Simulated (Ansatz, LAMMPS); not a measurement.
## Liquid (Cs,K,Li)F at 1300 K (82 atoms): a single point

Aim: energy, forces, charges and density of states of liquid (Cs,K,Li)F at 1300 K (82 atoms) at a fixed geometry.

Main program and level: Ansatz 0.2.0; Kohn-Sham DFT, PBEsol, PAW (set soft_2), plane waves.

### Step 1. Starting point

The cell holds 82 atoms: 15 Cs, 8 K, 18 Li and 41 F. Cell: a = 12.829 Å, b = 12.829 Å, c = 12.829 Å, α = 90.0°, β = 90.0°, γ = 90.0°. 82 atoms (15 Cs, 8 K, 18 Li, 41 F) placed at random at 2.52 g/cm³, melted at 1800 K for 10 ps at fixed volume with the Lennard-Jones and Coulomb ion parameters for SPC/E (Joung and Cheatham, J. Phys. Chem. B 112, 9020 (2008)), full charges. Snapshot at the end of a hold of 20 ps at 1300 K and fixed volume.

Limits known from the start: The network of bonds at the start is that of the classical potential that made the cell, and needn't be the one that DFT or experiment would give. The ion parameters were fitted for water, not for melts, so the starting structure of this cell may lie well off the real melt's. Sampling is at Γ alone, for a cell whose shortest periodic width is 13 Å. No spin–orbit coupling is included, so levels derived from the heavy atoms are approximate.

### Step 2. The classical run that made the cell

A classical potential supplies the starting structure, since it reaches far longer times than DFT.

This step: classical MD, Lennard-Jones and Coulomb ion parameters for SPC/E (Joung and Cheatham, J. Phys. Chem. B 112, 9020 (2008)), full charges (LAMMPS 22 Jul 2025 - Update 4).

The input, in.lmp:

```
# melt-quench of Cs15K8Li18F41
units metal
atom_style charge
boundary p p p
region box block 0 12.8285 0 12.8285 0 12.8285
create_box 4 box
mass 1 132.9055   # Cs
mass 2 39.0983   # K
mass 3 6.9400   # Li
mass 4 18.9984   # F
create_atoms 1 random 15 886784 NULL overlap 2.13 maxtry 2000
create_atoms 2 random 8 886791 NULL overlap 2.13 maxtry 2000
create_atoms 3 random 18 886798 NULL overlap 2.13 maxtry 2000
create_atoms 4 random 41 886805 NULL overlap 2.13 maxtry 2000
pair_style lj/cut/coul/long 9.0
pair_modify mix arithmetic tail yes
pair_coeff 1 1 0.003897 3.6010   # Cs
pair_coeff 2 2 0.018634 2.8384   # K
pair_coeff 3 3 0.014602 1.4094   # Li
pair_coeff 4 4 0.000321 4.0215   # F
set type 1 charge 1
set type 2 charge 1
set type 3 charge 1
set type 4 charge -1
kspace_style pppm 1.0e-4
neigh_modify delay 0 every 1 check yes
thermo_style custom step time temp pe press density
thermo_modify norm yes
timestep 0.002
thermo 100
min_style cg
minimize 1e-4 1e-4 200 2000
reset_timestep 0
velocity all create 1800 886785 mom yes dist gaussian
# [... 14 lines left out ...]
compute msd all msd com yes
thermo 2500
fix md all nvt temp 1300 1300 0.2
run 10000 post no
print "== T1300: mean square displacement over the hold $(c_msd[4]:%.2f) A^2"
unfix md
uncompute msd
write_dump all custom T1300.dump id type xs ys zs modify sort id
```

Run with:

```console
$ lmp -in in.lmp -log none -nocite
```

Numbers of over 12 decimals in the logs are rounded to 6 here.

The program printed:

```text
LAMMPS (22 Jul 2025 - Update 4)
Created orthogonal box = (0 0 0) to (12.8285 12.8285 12.8285)
Created 15 atoms
Created 8 atoms
Created 18 atoms
Created 41 atoms
PPPM initialization ...
  G vector (1/distance) = 0.3114147
  grid = 9 9 9
  estimated relative force accuracy = 7.1781534e-05
   Step          Time           Temp          PotEng         Press         Density
         0   0              0             -0.67202598     179578.96      2.5249726
        75   0.15           0             -4.4712849     -16103.207      2.5249726
Loop time of 0.0290864 s on 1 MPI rank(s) for 75 steps with 82 atoms
Minimization stats:
  Stopping criterion = energy tolerance
[... 18 lines left out ...]
Loop time of 1.1598 s on 1 MPI rank(s) for 5000 steps with 82 atoms
   Step          Time           Temp          PotEng         Press         Density
[... 5 lines left out ...]
Loop time of 0.575556 s on 1 MPI rank(s) for 2500 steps with 82 atoms
   Step          Time           Temp          PotEng         Press         Density
[... 2 lines left out ...]
     12500   25             1139.852      -4.3091971      3703.518       2.5249726
     15000   30             1361.6228     -4.3139565     -8066.5476      2.5249726
     17500   35             1390.9375     -4.2998565     -1168.2403      2.5249726
     18500   37             1194.5627     -4.3177306      119.64755      2.5249726
Loop time of 2.27139 s on 1 MPI rank(s) for 10000 steps with 82 atoms
== T1300: mean square displacement over the hold 59.72 A^2
```

The job ended after 4.3 s (1 thread of Arm Neoverse V1, shared host; peak memory 0.076 GiB).

### Step 3. Plane-wave single point

One self-consistent run at the given positions yields energy and forces.

The input, input.yaml:

```yaml
crystal:
  lattice:
    - [12.8285, 0.0, 0.0]
    - [0.0, 12.8285, 0.0]
    - [0.0, 0.0, 12.8285]
  atoms:
    - { symbol: Cs, position: [0.3293, 0.49299, 0.44153] }
    - { symbol: Cs, position: [0.10881, 0.53716, 0.09676] }
    - { symbol: Cs, position: [0.30091, 0.99237, 0.81984] }
    - { symbol: Cs, position: [0.03638, 0.34928, 0.93278] }
    - { symbol: Cs, position: [0.02239, 0.0847, 0.65073] }
    - { symbol: Cs, position: [0.34473, 0.2237, 0.5489] }
    - { symbol: Cs, position: [0.23698, 0.72945, 0.73709] }
    - { symbol: Cs, position: [0.53399, 0.72458, 0.21774] }
    - { symbol: Cs, position: [0.31146, 0.45139, 0.76161] }
    - { symbol: Cs, position: [0.68339, 0.25961, 0.68154] }
    - { symbol: Cs, position: [0.69981, 0.38824, 0.10775] }
    - { symbol: Cs, position: [0.99085, 0.02966, 0.06473] }
    - { symbol: Cs, position: [0.81725, 0.65451, 0.31298] }
    - { symbol: Cs, position: [0.64237, 0.03545, 0.11574] }
    - { symbol: Cs, position: [0.78242, 0.08522, 0.41714] }
    - { symbol: K, position: [0.94902, 0.31887, 0.48963] }
    - { symbol: K, position: [0.41874, 0.73774, 0.53671] }
    - { symbol: K, position: [0.62812, 0.94045, 0.64468] }
    - { symbol: K, position: [0.05318, 0.50678, 0.66451] }
    - { symbol: K, position: [0.1462, 0.64716, 0.44836] }
    - { symbol: K, position: [0.2572, 0.9661, 0.4374] }
    - { symbol: K, position: [0.21182, 0.79216, 0.17024] }
    - { symbol: K, position: [0.40267, 0.52396, 0.11028] }
    - { symbol: Li, position: [0.08301, 0.09497, 0.36469] }
    - { symbol: Li, position: [0.42309, 0.27432, 0.19732] }
    - { symbol: Li, position: [0.55407, 0.49948, 0.82898] }
    - { symbol: Li, position: [0.98388, 0.24638, 0.16694] }
    - { symbol: Li, position: [0.82322, 0.58282, 0.00709] }
    - { symbol: Li, position: [0.26498, 0.21531, 0.06969] }
    - { symbol: Li, position: [0.57856, 0.29787, 0.41387] }
    - { symbol: Li, position: [0.69454, 0.75188, 0.9625] }
    - { symbol: Li, position: [0.16633, 0.39836, 0.32183] }
    - { symbol: Li, position: [0.55708, 0.71134, 0.76629] }
    - { symbol: Li, position: [0.95621, 0.8937, 0.33121] }
    - { symbol: Li, position: [0.41274, 0.25984, 0.91141] }
    - { symbol: Li, position: [0.45522, 0.78563, 0.92188] }
    - { symbol: Li, position: [0.50641, 0.99642, 0.46226] }
    - { symbol: Li, position: [0.78668, 0.67576, 0.76307] }
    - { symbol: Li, position: [0.97873, 0.80459, 0.59601] }
    - { symbol: Li, position: [0.96972, 0.81595, 0.86382] }
    - { symbol: Li, position: [0.5948, 0.52676, 0.53601] }
    - { symbol: F, position: [0.5044, 0.94125, 0.30884] }
    - { symbol: F, position: [0.2344, 0.52881, 0.24796] }
    - { symbol: F, position: [0.0846, 0.95229, 0.87013] }
    - { symbol: F, position: [0.27389, 0.57933, 0.6087] }
    - { symbol: F, position: [0.41728, 0.96562, 0.56386] }
    - { symbol: F, position: [0.12394, 0.45889, 0.46884] }
    - { symbol: F, position: [0.28499, 0.33444, 0.2563] }
    - { symbol: F, position: [0.11121, 0.20607, 0.08102] }
    - { symbol: F, position: [0.72459, 0.6362, 0.10876] }
    - { symbol: F, position: [0.92659, 0.75326, 0.45962] }
    - { symbol: F, position: [0.49889, 0.62651, 0.91141] }
    - { symbol: F, position: [0.87002, 0.22328, 0.06227] }
    - { symbol: F, position: [0.9078, 0.47384, 0.0684] }
    - { symbol: F, position: [0.14892, 0.54281, 0.88143] }
    - { symbol: F, position: [0.137, 0.83008, 0.57394] }
    - { symbol: F, position: [0.78947, 0.05508, 0.66701] }
    - { symbol: F, position: [0.43274, 0.18437, 0.06823] }
    - { symbol: F, position: [0.94499, 0.70514, 0.73054] }
    - { symbol: F, position: [0.53648, 0.57318, 0.6836] }
    - { symbol: F, position: [0.69864, 0.80074, 0.74953] }
    - { symbol: F, position: [0.42164, 0.81844, 0.75139] }
    - { symbol: F, position: [0.31432, 0.34996, 0.01327] }
    - { symbol: F, position: [0.75469, 0.32398, 0.47734] }
    - { symbol: F, position: [0.3399, 0.79593, 0.02603] }
    - { symbol: F, position: [0.04046, 0.70114, 0.23007] }
    - { symbol: F, position: [0.60023, 0.8577, 0.00632] }
    - { symbol: F, position: [0.29928, 0.75573, 0.35422] }
    - { symbol: F, position: [0.15314, 0.14285, 0.48304] }
    - { symbol: F, position: [0.85472, 0.73046, 0.92842] }
    - { symbol: F, position: [0.30096, 0.21917, 0.76576] }
    - { symbol: F, position: [0.12114, 0.99489, 0.26118] }
    - { symbol: F, position: [0.97348, 0.97044, 0.46123] }
    - { symbol: F, position: [0.97568, 0.3032, 0.67928] }
    - { symbol: F, position: [0.6079, 0.6257, 0.41983] }
    - { symbol: F, position: [0.5418, 0.33242, 0.27228] }
    - { symbol: F, position: [0.03749, 0.24524, 0.326] }
    - { symbol: F, position: [0.58521, 0.15494, 0.49872] }
    - { symbol: F, position: [0.50392, 0.35755, 0.81472] }
    - { symbol: F, position: [0.70889, 0.57174, 0.84001] }
    - { symbol: F, position: [0.8462, 0.98228, 0.22552] }
    - { symbol: F, position: [0.49924, 0.39544, 0.519] }
kpoints:
  mp_grid: { grid: [1, 1, 1] }
hamiltonian:
  xc: pbesol
scf:
  occupations: { method: fixed }
output:
  forces: true
  stress: true
  populations: true
  dos:
    method: { smearing: { sigma: 0.1 } }
    de: 0.1
    projected: { site_lists: { Cs: [Cs], F: [F], K: [K], Li: [Li] } }
  eigenvalues: true
  write_density: true
  write_potential: true
  volumetric_format: npy
```

Run with:

```console
$ ansatz run input.yaml --threads 8 --pin off --max-ram 15872MiB --backend cpu --events-out ev --progress --plain --runs-dir out
```

The program printed:

```text
Engine: ansatz 0.2.0, aarch64-unknown-linux-gnu
Pseudopotentials: kind: paw
Pseudopotential: Cs, paw, valence charge 9, recommended cutoff 420 eV (normal), Cs.paw.azcp
Pseudopotential: K, paw, valence charge 9, recommended cutoff 420 eV (normal), K.paw.azcp
Pseudopotential: Li, paw, valence charge 3, recommended cutoff 420 eV (normal), Li.paw.azcp
[...]
--- Band table (eV) ---
  k-point 0: bands = ["-43.4367", "-43.2939", "-43.2899", "-43.1639", [... 340 levels ...], "8.3422", "8.3650", "8.3974", "8.4247", "8.4785", "8.4922", "8.5521", "8.5745", "8.6348", "8.6456", "8.6606", "8.6762"]
--- Löwdin populations: 82 sites ---
  site symbol       q [e]
     0     Cs      8.0132
     1     Cs      8.0307
     2     Cs      8.0643
[...]
81      F      7.7671
  spilling = 0.006755 (of n_electrons = 548.000000)
[key lines of the parts left out:]
SCF converged after 9 iterations
Free energy (F): -132477.705570 eV
Fermi energy:    0.399573 eV
P = ⅓ Tr σ = -2.8245 GPa (-28.245 kbar)
```

Elapsed: 22 s, on 8 threads of Arm Neoverse V1, shared host; peak memory 2.5 GiB.

The column dr2 measures how far the density is from self-consistency, as an energy; F and HF (Harris–Foulkes) agree once it is small.

The program notes that the exchange-correlation potential is rough where the density is thin.

Numbers from this run:

```yaml
free_energy: -132477.7056 eV
free_energy_per_atom: -1615.5818 eV/atom
scf_cycles: 9
pressure: -2.824 GPa
r_m_s_force_component: 0.4348 eV/Å
longest_force: 1.772 eV/Å
fermi_energy: 0.3996 eV
spacing_of_highest_filled_and_lowest_empty_level: 3.62 eV
spilling_of_the_projection: 0.006755
```

Length of the force by element:

```tsv
element	coordination	atoms	mean length of the force (eV/Å)	spread	least	most
Cs	all	15	0.641	0.430	0.264	1.77
F	all	41	0.687	0.258	0.146	1.45
K	all	8	0.724	0.429	0.260	1.64
Li	all	18	0.705	0.219	0.361	1.17
```

Löwdin charges by element (they lack the spilled electrons, 0.045 e an atom on average):

```tsv
element	coordination	atoms	mean charge (e)	spread	least	most
Cs	all	15	0.945	0.0156	0.926	0.987
F	all	41	-0.768	0.0121	-0.789	-0.745
K	all	8	0.841	0.0173	0.817	0.873
Li	all	18	0.793	0.0141	0.777	0.820
```

States in the cell by windows of 1 eV, zero at the Fermi level; the larger projections on atomic orbitals stand beside the total:

```tsv
from (eV)	to (eV)	total	F p	Cs p	K p
-14	-13	1.1	0.0	0.0	1.1
-13	-12	20.1	0.1	0.0	19.9
-12	-11	14.8	0.1	0.0	14.6
-11	-10	12.0	0.1	0.0	11.8
-10	-8	0.0	0.0	0.0	0.0
-8	-7	11.8	0.3	11.3	0.0
-7	-6	53.6	2.1	50.8	0.1
-6	-5	24.5	1.0	23.2	0.0
-5	-4	0.0	0.0	0.0	0.0
-4	-3	0.2	0.2	0.0	0.0
-3	-2	54.0	51.0	0.6	0.1
-2	-1	122.5	117.3	1.7	0.1
-1	0	67.9	65.1	1.2	0.1
0	1	1.4	1.4	0.0	0.0
1	3	0.0	0.0	0.0	0.0
3	4	2.0	0.0	0.0	0.0
4	5	9.9	0.4	0.2	0.0
```

With fixed occupations the program's Fermi level is the highest filled level; weight inside the gap is the broadening of levels at its edges.

Between -26 and -14 eV lie 112 more states.

The stored curve holds about 496 of the 548 electrons; the rest, give or take the few that broadening carries across the Fermi level, lie in deeper levels below its range.

The levels nearest the highest filled one (over half full), pooled over k-points and spins:

```tsv
level less the highest filled one (eV)	occupation
-0.385	2
-0.369	2
-0.341	2
-0.131	2
-0.0304	2
0	2
3.62	0
4.37	0
4.56	0
4.72	0
4.79	0
4.93	0
```

Electrostatic potential energy in the ac plane at fractional y = 0.738, with atoms of Cs and K and Li and F within 0.2 Å of it. With pseudopotentials it is smooth inside the atoms' cores, unlike the true potential.

Values in eV, 13 rows by 16 columns, each cell a mean:
```
  5   5   6   6   7   7   3  -3   3   4  -9 -19   2 -17  -6   6
  3   5   5   4   4   5   3  -1   2   3   3   2   5  -6   0   3
  5   5  -2 -16 -14   1   5   4  -7  -8   4   5   3   5   6   3
  7   5  -8 -21 -21  -4   5   4  -5  -5   5   5   3   5  -3 -17
  4   6   3  -6  -6   1   1   2   3   4   6   6   6   6   6   4
  4   6   7   6   4  -4 -23 -18   1   4   6   6   6   7   6   3
  7   5   3   5   5  -1 -19 -14   2   6   6   6   7   8  -9  -7
  7   5   3   5   0   2   4   3   5   6   7   6   4   5  -6  -3
  8   7   6   7 -16 -10   7   4   1   3   5   3  -3  -5   3   7
 -5   3   6   4   6   7   5 -10 -21 -16   1   3   0  -2   4   7
  0   4  -1 -17  -2   5   3 -12 -22 -18   1   5   5   5   6   8
  7   6   2  -3   3   6   6   3  -2   1   5   7   7   7   7   7
  6   5   5   6   7   6   7   5   5   5   2  -1   5   7   8   7
```
Columns run along a (12.8 Å; values clipped at the 3rd and 97th percentile), rows up along c (12.8 Å). Atoms in or near the plane, at fractional coordinates: Cs at (0.24, 0.74), Cs at (0.53, 0.22), K at (0.42, 0.54), Li at (0.69, 0.96), F at (0.93, 0.46), F at (0.85, 0.93).

Valence density in the ac plane at fractional y = 0.738, with atoms of Cs and K and Li and F within 0.2 Å of it. It is the smooth field of the valence electrons, not physical close to the nuclei.

Ten steps, logarithmic in the rise over the least value, from '0' (0.00 × 1e0 e/Å³) to '9' (9.49 × 1e0 e/Å³), each cell a mean:
```
000000000012221100000003785125775210
000000000000000121100001563137997410
000000000000000011100000000125775310
000000122211000000000000000011222100
100002345543111111134211222100011222
210013554454212221257412343210014665
310013553454211211023112333210024786
210012455543110100000000111000012454
000001223321111110000000000000000111
000111110000135653100000000000000000
000111100001367875200000000000001111
100011100001367875200000000000124653
200011110000135542100000000000148985
200012111233211110000000000000147874
000000012577531000000000000112223332
000000013699731000111000001233321100
122100002466421012333210001234331001
565310011111100134555431001123221012
676421344210000245434542000011100013
344312465420000135555531000000000001
111112455310000013444310000000000000
000000122111111001111100000000000000
000000000123432100000000000000000000
000000000124442100000000231001221000
```
Columns run along a (12.8 Å), rows up along c (12.8 Å). Atoms in or near the plane, at fractional coordinates: Cs at (0.24, 0.74), Cs at (0.53, 0.22), K at (0.42, 0.54), Li at (0.69, 0.96), F at (0.93, 0.46), F at (0.85, 0.93).

Mean Löwdin charges: Cs +0.94, F -0.77, K +0.84, Li +0.79 e (they miss 0.68 % of the electrons, so they add up to more than the cell's charge).

### Step 4. Distances and neighbours

These statistics describe the geometry on which the runs were made.

Density 2.52 g/cm³, 25.75 Å³ an atom.

g(r), total and by pair (bins of 0.2 Å):

```tsv
r (Å)	total	F-F	F-Li	F-Cs	F-K	Li-Li	Li-Cs
1.70	0.08	0.00	0.36	0.00	0.00	0.00	0.00
1.90	1.13	0.00	5.14	0.00	0.00	0.00	0.00
2.10	1.58	0.00	7.17	0.00	0.00	0.00	0.00
2.30	0.48	0.00	2.20	0.00	0.00	0.00	0.00
2.50	0.72	0.15	1.12	0.64	2.90	0.78	0.00
2.70	0.86	0.13	0.48	1.87	3.16	1.37	0.00
2.90	1.74	0.71	0.83	4.58	3.37	2.47	0.38
3.10	1.09	1.23	0.12	2.15	2.38	1.61	0.33
3.30	0.96	1.74	0.20	1.00	0.70	1.42	1.15
3.50	1.08	2.02	0.00	0.56	0.84	1.73	1.25
3.70	1.06	1.32	0.25	0.90	0.56	1.53	2.01
3.90	0.89	1.19	0.60	0.36	0.17	2.42	1.84
4.10	0.93	0.96	0.53	0.74	0.15	1.55	2.04
4.30	1.15	0.98	1.29	1.04	0.27	0.56	1.33
4.50	0.95	1.04	1.29	0.61	1.51	0.00	0.61
4.70	0.76	0.77	1.09	0.49	0.46	0.23	1.27
4.90	1.03	1.00	1.08	0.80	0.63	0.65	1.55
5.10	1.10	0.85	1.49	1.26	1.48	0.41	0.84
5.30	0.85	0.68	1.14	0.83	1.18	0.55	0.55
5.50	1.05	1.29	1.01	1.05	1.26	0.34	0.41
5.70	0.88	0.84	0.74	1.05	1.10	0.64	0.66
5.90	1.19	1.06	1.27	1.33	1.48	0.59	1.16
6.10	1.14	0.92	1.04	1.25	1.31	1.25	1.25
6.30	0.95	1.03	0.75	1.17	1.09	1.30	0.87
```

Bonds by pair of elements; cutoffs follow the first minimum of g(r), held within bounds set by covalent radii, and pairs that aren't listed don't count as bonded:

```tsv
pair A-B	cutoff (Å)	bonds	mean length (Å)	spread (Å)	shortest (Å)	B about A	A about B
F-Li	2.46	59	2.10	0.148	1.78	1.44	3.28
F-Cs	3.52	68	2.98	0.234	2.52	1.66	4.53
F-K	3.33	37	2.83	0.233	2.42	0.902	4.62
```

The cutoffs for F-Li and F-K fall short of the minimum of g(r), so counts run low and odd coordinations can be artefacts.

How many atoms have how many bonded neighbours:

```tsv
element	mean	2	3	4	5	6	7
Cs	4.53	0	1	6	7	1	0
F	4	2	7	22	9	1	0
K	4.62	0	2	2	2	1	1
Li	3.28	1	11	6	0	0	0
```

Bond angles (no mean is given where the spread exceeds 20°):

```tsv
angle	count	mean (°)	spread (°)
F-Cs-F	124	-	-
Cs-F-Li	76	-	-
F-K-F	74	-	-
F-Li-F	70	111	19.1
Cs-F-K	53	-	-
```

Bond length by coordination (bonds to H left out):

```tsv
element	coordination	atoms	mean bond length (Å)
Cs	3	1	2.91
Cs	4	6	2.94
Cs	5	7	3
Cs	6	1	3.03
F	2	2	2.15
F	3	7	2.45
F	4	22	2.64
F	5	9	2.72
F	6	1	2.74
K	3	2	2.77
K	4	2	2.65
K	5	2	2.88
K	6	1	3
K	7	1	2.90
Li	2	1	2.11
Li	3	11	2.06
Li	4	6	2.15
```

Local excerpt of 12 atoms (numbers count through the whole input) about K17, one of the 8 K atoms; x, y, z are measured from there.

```tsv
atom	x	y	z	distance (Å)	bonds	Löwdin charge (e)	Fx	Fy	Fz (eV/Å)
K17	0.00	0.00	0.00	0.00	6	0.82	-0.04	0.11	-0.23
F68	-1.53	0.23	-2.34	2.81	5	-0.78	0.33	-0.09	0.49
F45	-1.86	-2.03	0.92	2.90	6	-0.79	-0.44	0.66	-0.14
F62	0.04	1.04	2.75	2.94	5	-0.76	1.25	-0.43	0.59
F46	-0.02	2.92	0.35	2.94	5	-0.77	0.50	-0.06	-0.42
F75	2.43	-1.44	-1.50	3.19	4	-0.78	-0.35	-0.21	0.53
F60	1.51	-2.11	1.88	3.21	5	-0.75	0.17	0.57	-0.16
Li33	1.77	-0.34	2.95	3.46	4	0.78	0.21	-0.67	-0.14
Cs7	-2.33	-0.11	2.57	3.47	4	0.95	-0.97	0.20	0.78
Li41	2.26	-2.71	-0.01	3.53	3	0.81	-0.63	-0.07	-0.05
Cs1	-1.15	-3.14	-1.22	3.56	5	0.99	1.29	-0.48	-1.11
Li37	1.12	3.32	-0.96	3.63	3	0.80	-0.21	0.50	-1.03
```

The column of bonds counts only the pairs F-Li within 2.46 Å, F-Cs within 3.52 Å, F-K within 3.33 Å; other neighbours, such as metal atoms beside each other in a compound, aren't counted, and periodic images can show an atom twice.

### Step 5. Outcome

```json
{"free energy per atom": "-1615.5818 eV/atom", "pressure": "-2.824 GPa", "r.m.s. force component": "0.4348 eV/Å", "gap (highest filled to lowest empty level)": "3.62 eV", "wall time of the 1 DFT run": "22 s"}
```

**Reading.** Between filled and empty levels lie 3.62 eV (at Γ alone); a semilocal functional tends to put such gaps too low. In a disordered cell it changes from sample to sample and from frame to frame.

Caveats: The force components of 0.43 eV/Å r.m.s. come partly from thermal motion and partly from the difference between the classical potential and DFT. The pressure of -2.8 GPa is that of one thermal frame, in which the classical model's bond lengths enter as well as the volume, without the kinetic term.

[Logs are printed without paths, hosts, clocks, repeated set-up lines and the standing remarks that a program may print on its own settings, such as how far it seeks lower states.]

[Hosts, paths, dates, database ids (printed as entryN), source tags and the programs' standing remarks are cut or masked in the printed files.]
